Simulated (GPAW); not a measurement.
**C2 in line between two Na chains: transmission at several levels**

Wanted: the zero-bias transmission of C2 in line between two Na chains on a ladder of levels, with run times.

Main program and level: GPAW 26.7.0; GPAW LCAO, PAW setups; Landauer transmission from Green's functions with principal layers (ASE), zero bias.

Most raw output is cut from this account.

### Step 1. Starting point

The cell holds 14 atoms: 12 Na and 2 C. Its edges and angles: a = 9.000 Å, b = 9.000 Å, c = 41.828 Å, α = 90.0°, β = 90.0°, γ = 90.0°. Regions: left lead, 6 atoms (6 Na); channel, 2 atoms (2 C); right lead, 6 atoms (6 Na). Vacuum lies along a and b. The structure is stacked along c, and the current runs across the ab planes.

### Step 2. Double-zeta polarised basis

The script solves lead and junction separately, takes H and S in the orbital basis, and joins semi-infinite leads through their self-energies; the dzp basis is the working standard.

File run.py:

```python
import json
import numpy as np
from ase import Atoms
from ase.transport.calculators import TransportCalculator
from gpaw import GPAW, FermiDirac
from gpaw.lcao.tools import get_lcao_hamiltonian
from scipy.linalg import eigh

# The junction with lead layers at both ends, along the third cell vector
device = Atoms(
    ['Na', 'Na', 'Na', 'Na', 'Na', 'Na', 'C', 'C', 'Na', 'Na', 'Na', 'Na', 'Na', 'Na'],
    positions=[
        [4.50000, 4.50000, 1.65000],
        [4.50000, 4.50000, 4.95000],
        [4.50000, 4.50000, 8.25000],
        [4.50000, 4.50000, 11.55000],
        [4.50000, 4.50000, 14.85000],
        [4.50000, 4.50000, 18.15000],
        [4.50000, 4.50000, 20.29420],
        [4.50000, 4.50000, 21.53420],
        [4.50000, 4.50000, 23.67840],
        [4.50000, 4.50000, 26.97840],
        [4.50000, 4.50000, 30.27840],
        [4.50000, 4.50000, 33.57840],
        [4.50000, 4.50000, 36.87840],
        [4.50000, 4.50000, 40.17840]],
    cell=[[9.0, 0.0, 0.0], [0.0, 9.0, 0.0], [0.0, 0.0, 41.8284]],
    pbc=True)

# One principal layer of the lead: the first 4 atoms of the device
lead = Atoms(
    ['Na', 'Na', 'Na', 'Na'],
    positions=[
        [4.50000, 4.50000, 1.65000],
        [4.50000, 4.50000, 4.95000],
        [4.50000, 4.50000, 8.25000],
        [4.50000, 4.50000, 11.55000]],
    cell=[[9.0, 0.0, 0.0], [0.0, 9.0, 0.0], [0.0, 0.0, 13.2]],
    pbc=True)

settings = dict(mode='lcao', basis='dzp', xc='PBE', h=0.2,
                occupations=FermiDirac(0.1), maxiter=250,
                mixer=dict(beta=0.1, nmaxold=8, weight=100.0),
                convergence=dict(density=0.0001))
energies = np.arange(-2, 2 + 1e-9, 0.05)
eta = 0.0001
n1, n2 = 1, 1
# k and -k transmit alike, so half of the mesh across the current serves
mesh = [(i, j) for i in range(n1) for j in range(n2) if (i, j) <= (-i % n1, -j % n2)]
weights = np.array([1 if (i, j) == (-i % n1, -j % n2) else 2 for i, j in mesh]) / (n1 * n2)

# [... helper functions left out ...]
fermi_lead = ground_state(lead, (1, 1, 9), 'lead.txt')
fermi_device = ground_state(device, (1, 1, 2), 'device.txt')
# [... loop over the mesh left out, but for ...]
        # Shift the lead onto the potential of the device's first layer
        shift = ((H[:, 0, 0] - H0[:, 0, 0]) / S0[0, 0]).real.mean()
# [...]
kT = 8.617333e-5 * 500
bias = [0.1, 0.2, 0.5, 1.0, 1.5, 2.0]
# [... integrals and printing left out ...]
```

Launch:

```
$ OMP_NUM_THREADS=1 OPENBLAS_NUM_THREADS=1 python run.py
```

Wall time 78 s (1 thread of Arm Neoverse V2, shared host); peak memory 1.5 GiB.

This step gave:

```
conductance                                    : 0.1014 G₀
thermopower                                    : 28.68 μV/K
largest coupling past the next principal layer : 4.16e-12 eV
largest misfit of the first principal layer    : 0.04933 eV
shift that aligns the lead                     : 4.44e-5 eV
basis functions of the junction                : 230
basis functions of a principal layer           : 68
transmission at the Fermi level (one spin)     : 0.1008
```

One spin. Transmission, zone mean against energy, zero at the Fermi level:

energy (eV), transmission, zone mean and a bar:
```
    -2.00      0.000 
    -1.90      0.000 
    -1.80      0.000 
    -1.70      0.000 
    -1.55      0.000 
    -1.45      0.000 
    -1.35      0.000 
    -1.25      0.000 
    -1.15      0.000 
    -1.05      0.000 
    -0.90      0.000 
    -0.80      0.029 #
    -0.70      0.966 ##############################
    -0.60      0.471 ###############
    -0.50      0.289 #########
    -0.40      0.212 #######
    -0.25      0.162 #####
    -0.15      0.139 ####
    -0.05      0.114 ####
     0.00      0.101 ###
     0.05      0.088 ###
     0.15      0.068 ##
     0.25      0.053 ##
     0.40      0.039 #
     0.50      0.035 #
     0.60      0.032 #
     0.70      0.030 #
     0.80      0.029 #
     0.90      0.027 #
     1.05      0.026 #
     1.15      0.025 #
     1.25      0.024 #
     1.35      0.023 #
     1.45      0.023 #
     1.55      0.022 #
     1.70      0.022 #
     1.80      0.020 #
     1.90      0.019 #
     2.00      0.016
```

Not self-consistent under bias; the bias window is split evenly. The current through one cell, from the zero-bias transmission by bias:

```csv
bias (V),"current through one cell, from the zero-bias transmission (μA)"
0.100,0.786
0.200,1.58
0.500,4.02
1.000,9.14
1.500,19.2
2.000,21.8
```

Transmission of the three most open eigenchannels against energy, zero at the Fermi level:

```
energy (eV)  channel 1  channel 2  channel 3
      -2.00    1.3e-10    1.6e-11          0
      -1.90    1.3e-10    1.5e-11          0
      -1.80    1.3e-10    1.5e-11          0
      -1.70    1.3e-10    1.5e-11          0
      -1.55    1.3e-10    1.5e-11          0
      -1.45    1.3e-10    1.5e-11          0
      -1.35    1.3e-10    1.4e-11          0
      -1.25    1.3e-10    1.4e-11          0
      -1.15    1.2e-10    1.2e-11          0
      -1.05    1.2e-10    9.3e-12          0
      -0.90    1.4e-10    9.2e-12    9.2e-12
      -0.80     0.0293     2.3e-8    4.4e-11
      -0.70      0.966    5.8e-11          0
      -0.60      0.471    8.1e-11    1.0e-11
      -0.50      0.289    9.2e-11    1.3e-11
      -0.40      0.212    9.7e-11    1.4e-11
      -0.25      0.162    9.9e-11    1.4e-11
      -0.15      0.139    9.9e-11    1.4e-11
      -0.05      0.114    9.9e-11    1.4e-11
       0.00      0.101    9.8e-11    1.4e-11
       0.05     0.0885    9.8e-11    1.4e-11
       0.15     0.0675    9.6e-11    1.4e-11
       0.25     0.0526    9.5e-11    1.3e-11
       0.40     0.0395    9.2e-11    1.3e-11
       0.50     0.0347    9.0e-11    1.3e-11
       0.60     0.0318    8.8e-11    1.3e-11
       0.70     0.0300    8.6e-11    1.2e-11
       0.80     0.0286    8.3e-11    1.2e-11
       0.90     0.0274    8.1e-11    1.2e-11
       1.05     0.0258    7.7e-11    1.1e-11
       1.15     0.0248    7.4e-11    1.1e-11
       1.25     0.0239    7.1e-11    1.0e-11
       1.35     0.0233    6.9e-11    9.9e-12
       1.45     0.0228    6.6e-11    9.4e-12
       1.55     0.0224    6.2e-11    8.9e-12
       1.70     0.0215    5.8e-11    7.9e-12
       1.80     0.0204     6.3e-6     6.3e-6
       1.90     0.0186     6.0e-5     6.0e-5
       2.00     0.0152     2.0e-4     2.0e-4
```

Couplings past the next layer reach 4.2e-12 eV, small enough to drop; the matrix elements of the cell's first layer differ from the bulk lead's by up to 0.049 eV. That layer keeps its own values in the calculation, and only beyond it is the lead taken as perfect. The Fermi levels of lead and junction count from different zeros of potential, one for each periodic cell; with both set to zero, the small remaining shift is what aligns them. By hand: G = 0.1014 × 77.48 μS = 7.86 μS, a resistance of 127 kΩ; at 0.1 V a linear junction would pass 0.786 μA, and the integral over the bias window gives 0.786 μA. Mott's formula, S = -(π²/3)(k_B²T/e) d ln T/dE, has the prefactor 12.2 μV/K·eV at 500 K; T = 0.1137 at -0.05 eV and 0.08848 at 0.05 eV give a slope of -2.51 per eV and S = 30.6 μV/K, beside 28.7 μV/K from the thermal integral, which interpolates the same grid.

### Step 3. Single-zeta polarised basis

The second zeta is dropped, the polarisation orbitals stay.

Edit run.py of step 2 so:

```diff
@@ -40,3 +40,3 @@
 
-settings = dict(mode='lcao', basis='dzp', xc='PBE', h=0.2,
+settings = dict(mode='lcao', basis='szp(dzp)', xc='PBE', h=0.2,
                 occupations=FermiDirac(0.1), maxiter=250,
```

Elapsed: 61 s, on 1 thread; peak memory 1.4 GiB.

This step gave:

```yaml
conductance: 0.09275 G₀
thermopower: 29.76 μV/K
largest_coupling_past_the_next_principal_layer: 4.06e-12 eV
largest_misfit_of_the_first_principal_layer: 0.05519 eV
shift_that_aligns_the_lead: -6.05e-4 eV
basis_functions_of_the_junction: 138
basis_functions_of_a_principal_layer: 40
transmission_at_the_fermi_level_one_spin: 0.09202
```

One spin. Transmission, zone mean against energy, zero at the Fermi level:

energy (eV), transmission, zone mean and a bar:
```
   -2.000      0.000 
   -1.800      0.000 
   -1.600      0.000 
   -1.400      0.000 
   -1.200      0.000 
   -1.000      0.000 
   -0.800      0.027 #
   -0.650      0.913 ##############################
   -0.600      0.586 ###################
   -0.400      0.203 #######
   -0.200      0.140 #####
    0.000      0.092 ###
    0.200      0.054 ##
    0.400      0.036 #
    0.600      0.031 #
    0.800      0.029 #
    1.000      0.029 #
    1.200      0.029 #
    1.400      0.030 #
    1.600      0.032 #
    1.800      0.033 #
    2.000      0.031 #
```

Not self-consistent under bias; the bias window is split evenly. Current through one cell, from the zero-bias transmission against bias:

```csv
bias (V),"current through one cell, from the zero-bias transmission (μA)"
0.100,0.719
0.200,1.44
0.500,3.70
1.000,8.71
1.500,18.7
2.000,20.7
```

The transmission of the three most open eigenchannels by energy, zero at the Fermi level:

```csv
energy (eV),channel 1,channel 2,channel 3
-2.00,2.0e-10,0,0
-1.85,1.9e-10,0,0
-1.70,1.9e-10,0,0
-1.60,1.9e-10,0,0
-1.45,1.9e-10,0,0
-1.30,1.9e-10,0,0
-1.15,2.0e-10,0,0
-1.05,2.0e-10,0,0
-0.90,2.2e-10,2.2e-12,0
-0.75,0.183,1.2e-10,0
-0.60,0.586,1.5e-10,0
-0.50,0.297,1.5e-10,0
-0.35,0.180,1.5e-10,0
-0.20,0.140,1.5e-10,0
-0.05,0.104,1.5e-10,0
0.00,0.0920,1.4e-10,0
0.05,0.0804,1.4e-10,0
0.20,0.0537,1.4e-10,0
0.35,0.0393,1.3e-10,0
0.50,0.0327,1.2e-10,0
0.60,0.0307,1.1e-10,0
0.75,0.0295,1.0e-10,0
0.90,0.0291,9.4e-11,0
1.05,0.0289,8.5e-11,0
1.15,0.0290,7.9e-11,0
1.30,0.0295,7.1e-11,0
1.45,0.0305,6.3e-11,0
1.60,0.0320,5.7e-11,0
1.70,0.0329,5.3e-11,0
1.85,0.0334,1.2e-5,1.2e-5
2.00,0.0307,1.0e-4,1.0e-4
```

The conductance, 0.0928 G₀, lies 8.5 % below that of the dzp run.

### Step 4. Minimal basis

The minimal basis is the cheapest rung: no second zeta and no polarisation.

Edit run.py of step 3 so:

```diff
@@ -40,3 +40,3 @@
 
-settings = dict(mode='lcao', basis='szp(dzp)', xc='PBE', h=0.2,
+settings = dict(mode='lcao', basis='sz(dzp)', xc='PBE', h=0.2,
                 occupations=FermiDirac(0.1), maxiter=250,
```

It took 48 s on 1 thread; peak memory 1.3 GiB.

This step gave:

| Item | Value |
| --- | --- |
| conductance | 0.1148 G₀ |
| thermopower | 41.46 μV/K |
| largest coupling past the next principal layer | 4.26e-12 eV |
| largest misfit of the first principal layer | 0.05895 eV |
| shift that aligns the lead | -0.001388 eV |
| basis functions of the junction | 92 |
| basis functions of a principal layer | 28 |
| transmission at the Fermi level (one spin) | 0.1110 |

One spin. The transmission, zone mean by energy, zero at the Fermi level:

energy (eV), transmission, zone mean and a bar:
```
    -2.00      0.000 
    -1.85      0.000 
    -1.70      0.000 
    -1.60      0.000 
    -1.45      0.000 
    -1.30      0.000 
    -1.15      0.000 
    -1.05      0.000 
    -0.90      0.000 
    -0.75      0.022 #
    -0.60      0.438 #############
    -0.50      0.980 ##############################
    -0.35      0.394 ############
    -0.20      0.214 #######
    -0.05      0.131 ####
     0.00      0.111 ###
     0.05      0.094 ###
     0.20      0.058 ##
     0.35      0.041 #
     0.50      0.033 #
     0.60      0.031 #
     0.75      0.030 #
     0.90      0.030 #
     1.05      0.031 #
     1.15      0.032 #
     1.30      0.033 #
     1.45      0.036 #
     1.60      0.039 #
     1.70      0.042 #
     1.85      0.046 #
     2.00      0.048 #
```

The conductance, 0.115 G₀, lies 13 % above that of the dzp run.

### Step 5. revPBE in the dzp basis: xc = "revPBE"

Back in the dzp basis, the functional changes from PBE to revPBE, to set the spread between functionals beside that between bases.

Edit run.py of step 4 so:

```diff
@@ -40,3 +40,3 @@
 
-settings = dict(mode='lcao', basis='sz(dzp)', xc='PBE', h=0.2,
+settings = dict(mode='lcao', basis='dzp', xc='revPBE', h=0.2,
                 occupations=FermiDirac(0.1), maxiter=250,
```

Wall time 76 s (1 thread); peak memory 1.5 GiB.

This step gave:

```
conductance                                    : 0.09839 G₀
thermopower                                    : 31.34 μV/K
largest coupling past the next principal layer : 5.77e-12 eV
largest misfit of the first principal layer    : 0.05241 eV
shift that aligns the lead                     : -0.001647 eV
basis functions of the junction                : 230
basis functions of a principal layer           : 68
transmission at the Fermi level (one spin)     : 0.09726
```

The conductance, 0.0984 G₀, lies 3.0 % below that of the dzp run.

### Step 6. Cost and result by level

Times are for 1 thread of Arm Neoverse V2, shared host. The runs compared:

```csv
no.,run,conductance (G₀),time,memory (GiB)
1,dzp,0.1014,78 s,1.5
2,szp,0.09275,61 s,1.4
3,sz,0.1148,48 s,1.3
4,dzp revPBE,0.09839,76 s,1.5
```

### Step 7. The levels side by side

The curves are compared point by point over the common energies.

This step: comparison of transmission and cost over codes and levels (GPAW 26.7.0).

Ladder, by row:

| step | code | T at the Fermi level (sum over the listed spins) | conductance (G0) | r.m.s. T(E) from the first | wall time (s) | peak memory (GiB) | threads |
| --- | --- | --- | --- | --- | --- | --- | --- |
| dzp | GPAW | 0.1008 | 0.1014 | 0 | 77.82 | 1.47 | 1 |
| szp | GPAW | 0.09202 | 0.09275 | 0.05823 | 61.37 | 1.4 | 1 |
| sz | GPAW | 0.111 | 0.1148 | 0.1762 | 47.65 | 1.33 | 1 |
| dzp-revPBE | GPAW | 0.09726 | 0.09839 | 0.04419 | 76 | 1.47 | 1 |

Table of transmission, zone mean, sum over the listed spins by energy, zero at the Fermi level:

| energy (eV) | dzp | szp | sz | dzp-revPBE |
| --- | --- | --- | --- | --- |
| -2.0000 | 1.5e-10 | 2.0e-10 | 3.7e-13 | 1.5e-10 |
| -1.7500 | 1.5e-10 | 1.9e-10 | 3.6e-13 | 1.5e-10 |
| -1.5000 | 1.4e-10 | 1.9e-10 | 3.5e-13 | 1.5e-10 |
| -1.2500 | 1.4e-10 | 1.9e-10 | 3.6e-13 | 1.4e-10 |
| -1.0000 | 1.1e-10 | 2.1e-10 | 3.7e-13 | 1.1e-10 |
| -0.7500 | 0.579 | 0.183 | 0.0216 | 0.276 |
| -0.7000 | 0.966 | 0.765 | 0.0678 | 0.931 |
| -0.6500 | 0.669 | 0.913 | 0.181 | 0.862 |
| -0.5000 | 0.289 | 0.297 | 0.980 | 0.338 |
| -0.2500 | 0.162 | 0.151 | 0.254 | 0.168 |
| 0.0000 | 0.101 | 0.0920 | 0.111 | 0.0973 |
| 0.2500 | 0.0526 | 0.0477 | 0.0506 | 0.0494 |
| 0.5000 | 0.0347 | 0.0327 | 0.0331 | 0.0328 |
| 0.7500 | 0.0293 | 0.0295 | 0.0299 | 0.0280 |
| 1.0000 | 0.0263 | 0.0289 | 0.0306 | 0.0253 |
| 1.2500 | 0.0239 | 0.0292 | 0.0327 | 0.0232 |
| 1.5000 | 0.0226 | 0.0310 | 0.0370 | 0.0220 |
| 1.7500 | 0.0210 | 0.0332 | 0.0437 | 0.0206 |
| 2.0000 | 0.0156 | 0.0309 | 0.0485 | 0.0147 |

### Step 8. Broadening 1e-05: eta = 1e-05

The broadening keeps the Green's functions finite; too large a value absorbs electrons where channels are open and leaks them where none are.

This step: GPAW LCAO, PAW setups; Landauer transmission from Green's functions with principal layers (ASE), zero bias (GPAW 26.7.0).

Edit run.py of step 5 so:

```diff
@@ -40,3 +40,3 @@
 
-settings = dict(mode='lcao', basis='dzp', xc='revPBE', h=0.2,
+settings = dict(mode='lcao', basis='dzp', xc='PBE', h=0.2,
                 occupations=FermiDirac(0.1), maxiter=250,
@@ -45,3 +45,3 @@
 energies = np.arange(-2, 2 + 1e-9, 0.05)
-eta = 0.0001
+eta = 1e-05
 n1, n2 = 1, 1
```

Wall time 78 s (1 thread); peak memory 1.5 GiB.

Numbers from this step:

* conductance: 0.1016 G₀
* thermopower: 28.70 μV/K
* largest coupling past the next principal layer: 4.16e-12 eV
* largest misfit of the first principal layer: 0.04933 eV
* shift that aligns the lead: 4.44e-5 eV
* transmission at the Fermi level (one spin): 0.1010

One spin. Transmission, zone mean against energy, zero at the Fermi level:

| energy (eV) | transmission, zone mean |
| --- | --- |
| -2.000 | 1.5e-12 |
| -1.800 | 1.5e-12 |
| -1.600 | 1.5e-12 |
| -1.400 | 1.4e-12 |
| -1.200 | 1.4e-12 |
| -1.000 | 1.1e-12 |
| -0.800 | 0.0297 |
| -0.700 | 0.972 |
| -0.600 | 0.473 |
| -0.400 | 0.213 |
| -0.200 | 0.151 |
| 0.000 | 0.101 |
| 0.200 | 0.0594 |
| 0.400 | 0.0395 |
| 0.600 | 0.0319 |
| 0.800 | 0.0286 |
| 1.000 | 0.0263 |
| 1.200 | 0.0244 |
| 1.400 | 0.0231 |
| 1.600 | 0.0222 |
| 1.800 | 0.0205 |
| 2.000 | 0.0156 |

Not self-consistent under bias; the bias window is split evenly. Current through one cell, from the zero-bias transmission against bias:

| bias (V) | current through one cell, from the zero-bias transmission (μA) |
| --- | --- |
| 0.100 | 0.788 |
| 0.200 | 1.58 |
| 0.500 | 4.03 |
| 1.000 | 9.16 |
| 1.500 | 19.2 |
| 2.000 | 21.9 |

(Continued in part 2 of 2.)

[Logs are printed without paths, hosts, clocks, repeated set-up lines and the standing remarks that a program may print on its own settings, such as how far it seeks lower states.]

[Hosts, paths, dates, database ids (printed as entryN), source tags and the programs' standing remarks are cut or masked in the printed files.]
